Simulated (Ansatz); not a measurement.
# Where V_O puts its levels in the gap of MgO (Fm-3m), part 2 of 2

Wanted: the transition levels of a vacancy in MgO (Fm-3m), from a cell of 54 host atoms with 1 O taken out.

Ansatz; place-levels on r2SCAN runs: charge-transition levels and formation energies with image-charge correction and potential alignment at the atomic sites.

So far. Step 3 (place-levels, r2SCAN): Under r2SCAN the gap is 5.68 eV, (+2/+1) 1.61, (+1/0) 3.05, (0/−1) 5.72 (outside the gap) (with band filling) eV.

## Step 5: Levels against the band edges, PBEsol

Level of this step: place-levels on PBEsol runs: charge-transition levels and formation energies with image-charge correction and potential alignment at the atomic sites (Ansatz).

PBEsol on the same structure is run to see how far the result rests on the functional, though not on the errors that semilocal functionals share; the sampling changes too, to one point at (¼, ¼, ¼), so differences hold both changes.

File qm1_M1.pbesol/input.yaml:

```yaml
crystal:
  checkpoint: "../qm1_M1.relax.run"
  host: checkpoint
total_charge: -1
basis:
  ecutwfc: 420
  xc_grid: 2
hamiltonian:
  xc: pbesol
kpoints:
  mp_grid: { grid: [1, 1, 1], shift: [0.25, 0.25, 0.25] }
magnetization:
  spin_polarized: true
  initial_magnetization: 1
  spin_locking: { lock_magnetization: hard }
scf:
  occupations: { method: fermi_dirac, width: 0.01 }
  max_iter: 60
output:
  forces: true
  eigenvalues: true
  charged_corrections:
    epsilon: 3.23
    static_epsilon: 10.09
    defect_position: [0.5, 0.5, 0.5]
  eigenstates: { localisation: true }
  populations: true
  efg: {}
  band_densities: [{ bands: [v1, v1] }, { bands: [c1, c1] }]
  write_density: true
  write_potential: true
  volumetric_format: npy
  elf: true
checkpoint:
  write: "../qm1_M1.pbesol.run"
  compress: false
  write_wavefunctions: false
  write_every: 100000
```

Wall time 54 s (4 threads of Arm Neoverse N1, shared host); peak memory 1.6 GiB; 3.5 min of CPU time.

File levels.pbesol.yaml:

```yaml
host:
  run: host.pbesol.run
states: [qm1_M1.pbesol.run, q0.pbesol.run, qp1_M1.pbesol.run, qp2.pbesol.run]
geometry_from:
  qm1_M1.pbesol.run: qm1_M1.relax.run
  q0.pbesol.run: q0.relax.run
  qp1_M1.pbesol.run: qp1_M1.relax.run
  qp2.pbesol.run: qp2.relax.run
chemical_potentials:
  O:
    energy: -558.282649
    dataset: "<sha256 of the dataset>"
```

Launch:

```sh
ansatz place-levels levels.pbesol.yaml -- --threads 4 --pin off --max-ram 7536MiB
```

Numbers of over 12 decimals in the logs are rounded to 6 here.

Log:

```text
(+2/+1) 1.207 eV above the valence edge, 3.455 eV under the conduction edge
(+1/0) 2.316 eV above the valence edge, 2.346 eV under the conduction edge
[...]
formation energy of charge +2: +2.810 eV with the Fermi level at the valence edge
formation energy of charge +1: +4.017 eV with the Fermi level at the valence edge
formation energy of charge 0: +6.333 eV with the Fermi level at the valence edge
formation energy of charge -1: +11.033 eV with the Fermi level at the valence edge
  edges by pbesol, gap 4.662 eV; the host is sampled to repeats of 8.92 Å
[... the lines on each state left out ...]
```

The job ended after 0.37 s (4 threads).

Under PBEsol the gap is 4.66 eV, (+2/+1) 1.21, (+1/0) 2.32, (0/−1) 4.70 (outside the gap) (with band filling) eV.

## Step 6: Another choice

In this try the input is made faulty on purpose, to show what that does.

Another version of the file is tried.

levels.try0.yaml is levels.point.yaml with these lines changed:

```diff
-states: [qm1_M1.point.run, q0.point.run, qp1_M1.point.run, qp2.point.run]
+states: [qm1_M1.relax.run, q0.point.run, qp1_M1.point.run, qp2.point.run]
-  qm1_M1.point.run: qm1_M1.relax.run
```

Launch:

```sh
ansatz place-levels levels.try0.yaml -- --threads 4 --pin off --max-ram 7536MiB
```

Log:

```text
Error: states: the states of charge -1 and +0 were not made alike: the mesh or its shifts (kpoints.further_shifts), scf.occupations
```

The change: a state from another k-mesh.

No levels were formed: the file was rejected.

## Step 7: A changed set-up

The levels are placed again with one choice changed, to see how much they rest on it.

levels.try1.yaml is levels.point.yaml with these lines changed:

```diff
-epsilon: 3.23
-static_epsilon: 10.09
+epsilon: 1.0001
+static_epsilon: 1.0001
```

Launch:

```sh
ansatz place-levels levels.try1.yaml -- --threads 4 --pin off --max-ram 7536MiB
```

Log:

```text
(+2/+1) 0.833 eV beneath the valence edge (-3.129 eV without the band-filling correction), in the valence band
(+1/0) 1.470 eV above the valence edge, 4.215 eV under the conduction edge
[...]
formation energy of charge +2: +6.765 eV with the Fermi level at the valence edge
formation energy of charge +1: +5.932 eV with the Fermi level at the valence edge
formation energy of charge 0: +7.402 eV with the Fermi level at the valence edge
formation energy of charge -1: +13.126 eV with the Fermi level at the valence edge
vertical -1 to 0: no energy, since no alignment is typed
vertical +1 to 0: no energy, since no alignment is typed
vertical +2 to 0: no energy, since no alignment is typed
  edges by r2scan, gap 5.684 eV; the host is sampled to repeats of 17.84 Å
[... the lines on each state left out ...]
```

The change: no screening of the image charge.

Levels in eV above the valence top; the changed ones are not the defect's:

```csv
,gap (eV),(+2/+1),(+1/0),(0/−1)
changed,5.68,-0.83,1.47,5.72
as set up,5.68,1.61,3.05,5.72
```

The largest shift is 2.45 eV, band-filling terms included.

## Step 8: Cost and result

Levels between neighbouring charges, in eV above each run's own valence top:

|  | gap (eV) | (+2/+1) | (+1/0) | (0/−1) | CPU time a state at this stage (restarts are quicker than cold starts) |
| --- | --- | --- | --- | --- | --- |
| r2SCAN, 2×2×2 shifted mesh | 5.68 | 1.61 | 3.05 | 5.72 | 12 min |
| PBEsol on r2SCAN structures, (¼, ¼, ¼) | 4.66 | 1.21 | 2.32 | 4.70 | 2.2 min |

## Step 9: Results

```
gap of the host                                                          : 5.68 eV (r2SCAN)
level (plus 2/plus 1)                                                    : 1.61 eV above the valence top
level (plus 1/0)                                                         : 3.05 eV above the valence top
level (0/minus 1)                                                        : 5.72 eV above the valence top, past the conduction bottom (6.88 eV above the valence top without the band-filling term)
lowest of the charges placed, just above the valence top (0.02 eV)       : +2
lowest of the charges placed, just below the conduction bottom (0.02 eV) : 0
lowest formation energy at mid-gap of the charges run, Mg-rich           : 1.25 eV
lowest formation energy at mid-gap of the charges run, O-rich            : 7.19 eV
```

**Reading.** Of the charges placed (−1, 0, +1 and +2), the lowest changes at 1.61 eV (+2/+1) and 3.05 eV (+1/0) above the valence top, in a gap of 5.68 eV. Charges above +2 were not placed, so these runs say nothing of levels that involve them. States placed: +2 at 0 μB; +1 at 1 μB; 0 at 0 μB; −1 at 1 μB. Other spin states or structures, where not listed, weren't placed. The program finds carriers beyond a band edge of the host and adds a band-filling term at charge −1 (-1.16 eV); steps to such a charge show no bound level, and a defect level inside a band would be read the same way. Going from one point at (¼, ¼, ¼) to a 2×2×2 shifted mesh moves the levels that carry no band-filling term by up to 0.21 eV and formation energies against the elements by up to 0.41 eV; band-filling terms, which differ between samplings, are in these energies. The program doubts the alignment of potentials for at least one state, a sign that the cell is small. Keep in mind: the images are only 8.9 Å apart; r2SCAN makes the gap too small and tends to spread out bound carriers; where a gas molecule sets a chemical potential or the host's formation energy, its binding is uncorrected; force components of up to 0.32 eV/Å remain in a run at the final settings.

Comparison with the measured values:

| quantity | measured | PBEsol | r2SCAN |
| --- | --- | --- | --- |
| band gap (least gap of the host) (eV) | 7.83 | 4.66 (-3.17 eV) | 5.68 (-2.15 eV) |

Measured values from arxiv:0908.1581 (2009).

How well it matches: For the band gap, of the levels listed nearest comes r2SCAN (-2.15 eV, a clear miss) and farthest PBEsol (-3.17 eV, a clear miss). Local and semilocal functionals usually give gaps below the measured ones. Zero-point and thermal motion shift the measured gap.

[Logs are printed without paths, hosts, clocks, repeated set-up lines and the standing remarks that a program may print on its own settings, such as how far it seeks lower states.]

[Hosts, paths, dates, database ids (printed as entryN), source tags and the programs' standing remarks are cut or masked in the printed files.]

[Where a table of states has a column of steps, it counts the stored structures, which are thinned; the runs took as many ionic steps or more.]

[A defect's name tells the site on which it was built; relaxed atoms can leave that site.]

[For some hosts the program warned that the k-mesh of the response run may be too coarse for force constants and the static dielectric constant; such warnings are not shown here.]
